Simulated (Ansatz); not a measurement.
**RbFeF4 (P4/mmm): how robust is the cRPA U?**

Wanted: the sensitivity and cost of U and J for RbFeF4 (P4/mmm).

Method: constrained RPA on LDA, plane waves, PAW, in Ansatz 0.2.0.

## Step 1: Starting point

It takes space group P4/mmm (No. 123, tetragonal). The conventional cell has a = 3.894 Å, b = 3.894 Å, c = 6.378 Å, α = 90.00°, β = 90.00°, γ = 90.00°. Nearest to Rb lie 8 F at 3.05 Å. Fe has 6 F at 1.89 to 1.95 Å nearest. F has 1 Fe at 1.89 Å and 4 Rb at 3.05 Å nearest. Nearest to F lie 2 Fe at 1.95 Å. Farther neighbours and most contacts between anions are not listed.

The cell and positions are those that the Materials Project relaxed with its own functionals (PBE, PBE+U or r2SCAN), kept fixed. The default PAW set here is soft_2. Its files were made with PBE.

## Step 2: Base: Fe d, bands v3 to c2, 4×4×4 mesh, medium accuracy

Constrained RPA screens the interaction with every transition except those inside the target bands, which a later many-body model would treat itself.

The input, input.yaml:

```yaml
crystal:
  lattice:
    - [0.0, -3.89406478, 0.0]
    - [0.0, 0.0, -3.89406478]
    - [6.37808434, 0.0, 0.0]
  atoms:
    - { symbol: Rb, position: [0.0, 0.0, 0.0] }
    - { symbol: Fe, position: [0.5, 0.5, 0.5] }
    - { symbol: F, position: [0.5, 0.5, 0.79594812] }
    - { symbol: F, position: [0.5, 0.5, 0.20405188] }
    - { symbol: F, position: [0.5, 0.0, 0.5] }
    - { symbol: F, position: [0.0, 0.5, 0.5] }
kpoints:
  mp_grid: { grid: [8, 8, 4] }
hamiltonian:
  xc: lda
scf:
  occupations: { method: gaussian, width: 0.08 }
  n_extra_bands: 19
  max_iter: 150
output:
  crpa:
    kmesh: [4, 4, 4]
    target_bands: [v3, c2]
    projections: [{ species: Fe, l: d, shell: 3 }]
  local_orbitals:
    kmesh: [8, 8, 8]
    orbitals: [{ species: Fe, l: d, shell: 3 }]
    window: { bands: [v3, c2] }
    seedname: lo
```

Started as:

```console
> ansatz run input.yaml --threads 4 --pin off --max-ram 9216MiB --backend cpu --events-out ev --progress --plain --runs-dir out
```

Numbers of over 12 decimals in the logs are rounded to 6 here.

What it wrote:

```text
scf.n_extra_bands = 19 over 27 filled bands (N_el = 53.0): the run solves 46 bands
Engine: ansatz 0.2.0, aarch64-unknown-linux-gnu
Pseudopotentials: kind: paw
Pseudopotential: Rb, paw, valence charge 9, recommended cutoff 420 eV (normal), Rb.paw.azcp
Pseudopotential: Fe, paw, valence charge 16, recommended cutoff 420 eV (normal), Fe.paw.azcp
Pseudopotential: F, paw, valence charge 7, recommended cutoff 420 eV (normal), F.paw.azcp
Functional definition: SPW92
  exchange = slater_x
  correlation = pw_c
Crystal: 6 atoms, lattice volume = 96.716 Å³
Basis set: ecut = 420 eV, 1893 PW (Γ)
Bands: 46, of which v1, the nominal top of the filled ones, is band 27 counted from 1 (26 counted from 0)
Symmetry: 16 space group operations
Space group: P4/mmm (ITA 123), of the structure as read, at distance tolerance 4.6e-5 Å
k-points: 45 of 256
Non-local potential: Rb, projectors of the file, l = 0: 3, l = 1: 2, l = 2: 2
Non-local potential: Fe, projectors of the file, l = 0: 3, l = 1: 2, l = 2: 3, l = 3: 1
Non-local potential: F, projectors of the file, l = 0: 2, l = 1: 2, l = 2: 1
PAW form: soft (Blöchl's): semilocal exchange-correlation on the pseudo side does not see the compensation charge
PAW frozen core: Rb, regenerated for the run's functional, and the local potential with it (the file was generated under x = pbe(κ = 0.804, μ = 0.219515), c = pbe(β = 0.066725))
PAW frozen core: Fe, regenerated for the run's functional, and the local potential with it (the file was generated under x = pbe(κ = 0.804, μ = 0.219515), c = pbe(β = 0.066725))
PAW frozen core: F, regenerated for the run's functional, and the local potential with it (the file was generated under x = pbe(κ = 0.804, μ = 0.219515), c = pbe(β = 0.066725))
PAW one-centre angular grid: Rb, 110 points (default); XC on 64 Gauss nodes
PAW one-centre angular grid: Fe, 590 points (default); XC on 64 Gauss nodes
PAW one-centre angular grid: F, 110 points (default); XC on 64 Gauss nodes
Initial density: superposition of atomic densities (neutral atoms: chi_scale 0, normalization atom), corrected by the library's trained network
Initial wavefunctions: pseudopotential atomic-orbital guess
Functional: x = slater, c = lda
SCF iter   1: F=—  HF=-10767.279502 eV  |F-HF|=—  |Δ(HF+E_count)|=         —  Δρ=2.51e-2  dr2=3.56e-1  ethr=1.77e-3  ⟨swp⟩=5.8  Hψ=9189  notcnv=0  defer=342
preconditioner: auto → LDOS  [metal: Δε(μ)=0.005 eV  Ē_g=19.180 eV  σ=0.080 eV  W_gap=0.03  n_scr=20 (ndim 8)  ℏωp=25.3 eV  f_vac=0.189  D(μ)=12.09/eV (n_scr^D=176)  β→1.0]
SCF iter   2: F=—  HF=-10767.324404 eV  |F-HF|=—  |Δ(HF+E_count)|=   4.49e-2  Δρ=4.83e-2  dr2=5.42e-1  ethr=6.72e-4  ⟨swp⟩=2.1  Hψ=3988  notcnv=0  defer=462  recentre
[...]
cRPA screening: q 2/64
cRPA screening: q 4/64 (q-point 3)
cRPA screening: q 5/64
cRPA screening: q 9/64 (q-point 6)
cRPA screening: q 17/64 (q-point 7)
cRPA screening: q 21/64 (q-point 9)
cRPA screening: q 23/64 (q-point 10)
cRPA screening: q 27/64 (q-point 11)
cRPA screening: q 29/64 (q-point 21)
cRPA screening: q 33/64 (q-point 22)
[...]
cRPA screening: q 57/64 (q-point 27)
cRPA screening: q 61/64 (q-point 41)
cRPA screening: q 62/64 (q-point 42)
cRPA screening: q 64/64 (q-point 43)
SCF converged after 11 iterations
Free energy (F): -10767.191215 eV
Harris-Foulkes:  -10767.191215 eV  (|F-HF|=3.68e-8)
Internal energy: -10767.148072 eV  (E = F + TS)
E sigma→0 (E₀):  -10767.169644 eV
Entropy (-TS):   -0.043143 eV (-7.190 meV/atom)
Fermi energy:    3.669616 eV
--- Per-component energies (eV) ---
  E_band       = -683.119260
  E_kinetic    = 1348.259051
  E_local      = -7336.603203  (includes V_loc(G=0)·N_el)
  E_nonlocal   = 703.396836
  E_hartree    = 2942.094029
  E_xc         = -552.743137
  E_vxc        = -684.711705  (∫ρ·V_xc dr)
  E_paw        = -4573.912988  (= ΣΔE_a)
  E_vpaw       = -597.656240  (= ΣTr[D̂ρ^β])
  E_aug_tail   = 0.009107  (compensation charges beyond the density's cutoff)
  E_ewald      = -3298.773570
  E_core_change = 1.125802  (= ΣΔE_core)
  E_smearing   = -0.043143  (= −TS)
  E_closure    = -0.000000  (closes the sum)
  Σ components = -10767.191215   (vs F -10767.191215, Δ=0.00e0)
--- Band table (eV; the first three rows and the last of 45) ---
  k-point 0: bands = [... 23 lower, 0.7706, 2.7222, 3.2368, 3.3606, 3.3606, 4.1960, 7.7923, 10.0672, ... 15 higher]
  k-point 1: bands = [... 23 lower, 0.7381, 2.7223, 3.2368, 3.3405, 3.3405, 4.3412, 8.2085, 10.1152, ... 15 higher]
  k-point 2: bands = [... 23 lower, 0.7747, 2.7223, 3.2369, 3.3202, 3.3202, 4.4669, 9.0092, 9.6565, ... 15 higher]
  k-point 44: bands = [... 23 lower, 1.0161, 3.7379, 3.7379, 3.8904, 5.6357, 5.8760, 11.4347, 11.6138, ... 15 higher]
--- cRPA (band scheme, projected local orbitals): target bands 25..29 (1-based), 5 Wannier function(s), 4×4×4 mesh, 58 bands' worth read of 63 solved, ecut_chi 136.0 eV, v(q+G=0) probe_charge, pair densities all_electron ---
  bands read: the sum over 58 bands ends inside a degenerate multiplet in 3 slots, whose members it reads at an even weight; the widest, k=40: bands 58 to 59 (counted from 1) at 1/2 each
  χ-basis size per q: N_G = 332..364
  window electrons = 5.0000, filled by tetrahedron_uncorrected; constrained ε̄⁻¹(q = 0, 0) head = 0.397405; min gauge Gram eig = 0.5995
  Kanamori averages over each shell's own Wannier functions (sites counted from 0, functions from 1):
    Site 1, 3D, 5 of 5 d orbitals (Wannier functions 1, 2, 3, 4, 5; wannier90's mr 1, 2, 3, 4, 5):
      screened: U = 5.9732 eV, U' = 4.9045 eV, J = 0.5247 eV
      screened d-shell averages: U_bar = F0 = 5.1182 eV, J_bar = 0.7384 eV
      screened, to within: U = 9.3e-3 eV, U' = 9.3e-3 eV, J = 7.2e-4 eV
      screened d-shell averages, to within: U_bar = 8.1e-3 eV, J_bar = 1.0e-3 eV
      bare: V = 20.0736 eV, V' = 18.6637 eV, J = 0.6619 eV
      bare d-shell averages: V_bar = F0 = 18.9457 eV, J_bar = 0.9439 eV
  Hermiticity witness max|P − P†| over intra, direct and exchange elements: 1.42e-14 eV (screened), 4.38e-19 eV (bare)
  Reality witness max|Im| over intra, direct and exchange elements: 7.61e-18 eV (screened), 4.00e-17 eV (bare)
```

The job ended after 9.9 min (4 threads of Arm Neoverse N1, shared host; peak memory 0.76 GiB).

This step gave:

* U: 5.973 eV
* U prime (inter-orbital): 4.905 eV
* J: 0.5247 eV
* bare V: 20.07 eV
* bare J: 0.6619 eV
* stated bound on U: 0.009217 eV
* U over bare V: 0.2976
* electrons in the window: 5.000
* head of the constrained inverse dielectric matrix: 0.3974
* least eigenvalue of the projection's overlap: 0.5995
* target functions: 5
* bands in the sums: 58
* r.m.s. miss of the model bands: 1.31e-4 eV
* width of the target bands: 3.154 eV
* weight of the projected orbitals in the window: 0.7804

On the Fe d shell, screening brings the on-site interaction from 20.1 eV down to U = 5.97 eV.

## Step 3: Changed: 4×4×2 mesh

Edit input.yaml of step 2 so:

```diff
@@ -22,9 +22,4 @@
   crpa:
-    kmesh: [4, 4, 4]
+    kmesh: [4, 4, 2]
     target_bands: [v3, c2]
     projections: [{ species: Fe, l: d, shell: 3 }]
-  local_orbitals:
-    kmesh: [8, 8, 8]
-    orbitals: [{ species: Fe, l: d, shell: 3 }]
-    window: { bands: [v3, c2] }
-    seedname: lo
```

What it wrote:

```text
[...]
Crystal: 6 atoms, lattice volume = 96.716 Å³
Basis set: ecut = 420 eV, 1893 PW (Γ)
Bands: 46, of which v1, the nominal top of the filled ones, is band 27 counted from 1 (26 counted from 0)
Symmetry: 16 space group operations
[...]
k-points: 45 of 256
[...]
SCF iter   1: F=—  HF=-10767.279502 eV  |F-HF|=—  |Δ(HF+E_count)|=         —  Δρ=2.51e-2  dr2=3.56e-1  ethr=1.77e-3  ⟨swp⟩=5.8  Hψ=9189  notcnv=0  defer=342
[...]
SCF iter  11: F=-10767.191215 eV  HF=-10767.191215 eV  |F-HF|=3.68e-8  |Δ(HF+E_count)|=   8.61e-7  Δρ=1.16e-5  dr2=4.68e-8  ethr=1.89e-10  ⟨swp⟩=10.2  Hψ=10581  notcnv=0
SCF 1 converged in 11 iterations: F = -10767.191215 eV  dr2 = 4.68e-8
[...]
NSCF: frozen V_eff on 12 k-points
[...]
cRPA screening: q 1/32
cRPA screening: q 2/32
cRPA screening: q 3/32
cRPA screening: q 7/32 (q-point 4)
cRPA screening: q 11/32 (q-point 5)
[...]
E sigma→0 (E₀):  -10767.169644 eV
Entropy (-TS):   -0.043143 eV (-7.190 meV/atom)
Fermi energy:    3.669616 eV
[...]
--- Band table (eV; the first three rows and the last of 45) ---
  k-point 0: bands = [... 23 lower, 0.7706, 2.7222, 3.2368, 3.3606, 3.3606, 4.1960, 7.7923, 10.0672, ... 15 higher]
  k-point 1: bands = [... 23 lower, 0.7381, 2.7223, 3.2368, 3.3405, 3.3405, 4.3412, 8.2085, 10.1152, ... 15 higher]
  k-point 2: bands = [... 23 lower, 0.7747, 2.7223, 3.2369, 3.3202, 3.3202, 4.4669, 9.0092, 9.6565, ... 15 higher]
  k-point 44: bands = [... 23 lower, 1.0161, 3.7379, 3.7379, 3.8904, 5.6357, 5.8760, 11.4347, 11.6138, ... 15 higher]
[...]
χ-basis size per q: N_G = 332..364
[...]
screened: U = 5.9972 eV, U' = 4.9271 eV, J = 0.5251 eV
      screened d-shell averages: U_bar = F0 = 5.1411 eV, J_bar = 0.7391 eV
      screened, to within: U = 1.2e-2 eV, U' = 1.2e-2 eV, J = 7.3e-4 eV
      screened d-shell averages, to within: U_bar = 1.1e-2 eV, J_bar = 1.1e-3 eV
      bare: V = 20.1002 eV, V' = 18.6896 eV, J = 0.6623 eV
      bare d-shell averages: V_bar = F0 = 18.9717 eV, J_bar = 0.9444 eV
[...]
[key lines of the parts left out:]
SCF converged after 11 iterations
Free energy (F): -10767.191215 eV
```

Run time: 3.9 min. Hardware: 4 threads; peak memory 0.68 GiB; 15 min of CPU time.

Numbers from this step:

| Property | Result |
| --- | --- |
| U | 5.997 eV |
| U prime (inter-orbital) | 4.927 eV |
| J | 0.5251 eV |
| bare V | 20.10 eV |
| bare J | 0.6623 eV |
| stated bound on U | 0.01173 eV |
| U over bare V | 0.2984 |
| electrons in the window | 5.000 |
| head of the constrained inverse dielectric matrix | 0.3934 |
| least eigenvalue of the projection's overlap | 0.5995 |
| target functions | 5 |
| bands in the sums | 58 |
| width of the target bands | 3.154 eV |
| weight of the projected orbitals in the window | 0.7804 |

On the Fe d shell, screening brings the on-site interaction from 20.1 eV down to U = 6.00 eV.

## Step 4: Changed: 2×2×2 mesh

Edit input.yaml of step 3 so:

```diff
@@ -22,3 +22,3 @@
   crpa:
-    kmesh: [4, 4, 2]
+    kmesh: [2, 2, 2]
     target_bands: [v3, c2]
```

What it wrote:

```text
[...]
Crystal: 6 atoms, lattice volume = 96.716 Å³
Basis set: ecut = 420 eV, 1893 PW (Γ)
Bands: 46, of which v1, the nominal top of the filled ones, is band 27 counted from 1 (26 counted from 0)
Symmetry: 16 space group operations
[...]
k-points: 45 of 256
[...]
χ-basis size per q: N_G = 332..364
[...]
screened: U = 6.3665 eV, U' = 5.2741 eV, J = 0.5320 eV
      screened d-shell averages: U_bar = F0 = 5.4926 eV, J_bar = 0.7505 eV
      screened, to within: U = 2.3e-2 eV, U' = 2.3e-2 eV, J = 8.9e-4 eV
      screened d-shell averages, to within: U_bar = 2.2e-2 eV, J_bar = 1.3e-3 eV
      bare: V = 20.3317 eV, V' = 18.9117 eV, J = 0.6712 eV
      bare d-shell averages: V_bar = F0 = 19.1957 eV, J_bar = 0.9552 eV
[...]
[key lines of the parts left out:]
SCF converged after 11 iterations
Free energy (F): -10767.191215 eV
Fermi energy:    3.669616 eV
```

Run time: 44 s. Hardware: 4 threads; peak memory 0.6 GiB.

This step gave:

| Quantity | Value |
| --- | --- |
| U | 6.367 eV |
| U prime (inter-orbital) | 5.274 eV |
| J | 0.5320 eV |
| bare V | 20.33 eV |
| bare J | 0.6712 eV |
| stated bound on U | 0.02266 eV |
| U over bare V | 0.3131 |
| electrons in the window | 5.000 |
| head of the constrained inverse dielectric matrix | 0.3722 |
| least eigenvalue of the projection's overlap | 0.5995 |
| target functions | 5 |
| bands in the sums | 58 |
| width of the target bands | 3.154 eV |
| weight of the projected orbitals in the window | 0.7804 |

On the Fe d shell, screening brings the on-site interaction from 20.3 eV down to U = 6.37 eV.

## Step 5: Changed: smooth pair densities

Edit input.yaml of step 4 so:

```diff
@@ -22,4 +22,5 @@
   crpa:
-    kmesh: [2, 2, 2]
+    kmesh: [4, 4, 4]
     target_bands: [v3, c2]
     projections: [{ species: Fe, l: d, shell: 3 }]
+    pair_densities: pseudo
```

What it wrote:

```text
[...]
Crystal: 6 atoms, lattice volume = 96.716 Å³
Basis set: ecut = 420 eV, 1893 PW (Γ)
Bands: 46, of which v1, the nominal top of the filled ones, is band 27 counted from 1 (26 counted from 0)
Symmetry: 16 space group operations
[...]
k-points: 45 of 256
[...]
screened, to within: U = 3.3e-3 eV, U' = 3.3e-3 eV, J = 1.5e-4 eV
      screened d-shell averages, to within: U_bar = 3.0e-3 eV, J_bar = 2.2e-4 eV
      screened, sum over states alone: U = 6.6012 eV, U' = 5.2892 eV, J = 0.6358 eV
      screened d-shell averages, sum over states alone: U_bar = F0 = 5.5516 eV, J_bar = 0.8982 eV
      bare: V = 20.0736 eV, V' = 18.6637 eV, J = 0.6619 eV
      bare d-shell averages: V_bar = F0 = 18.9457 eV, J_bar = 0.9439 eV
[...]
[key lines of the parts left out:]
SCF converged after 11 iterations
Free energy (F): -10767.191215 eV
Fermi energy:    3.669616 eV
```

It took 10 min on 4 threads; peak memory 0.66 GiB.

Numbers from this step:

```
U                                                 : 6.030 eV
U prime (inter-orbital)                           : 4.898 eV
J                                                 : 0.5579 eV
bare V                                            : 20.07 eV
bare J                                            : 0.6619 eV
stated bound on U                                 : 0.003242 eV
U over bare V                                     : 0.3004
electrons in the window                           : 5.000
head of the constrained inverse dielectric matrix : 0.3978
least eigenvalue of the projection's overlap      : 0.5995
target functions                                  : 5
bands in the sums                                 : 58
width of the target bands                         : 3.154 eV
weight of the projected orbitals in the window    : 0.7804
```

On the Fe d shell, screening brings the on-site interaction from 20.1 eV down to U = 6.03 eV.

(Part 1 of 2 ends here.)

[Paths, hosts, dates, memory and timing lines, banners, echoed tables and standing remarks are left out of the program output.]

[Logs are printed without paths, hosts, clocks, repeated set-up lines and the standing remarks that a program may print on its own settings, such as how far it seeks lower states.]

[Runs of the session that timed out or met a known fault of the program may be left out.]

[Hosts, paths, dates, database ids (printed as entryN), source tags and the programs' standing remarks are cut or masked in the printed files.]
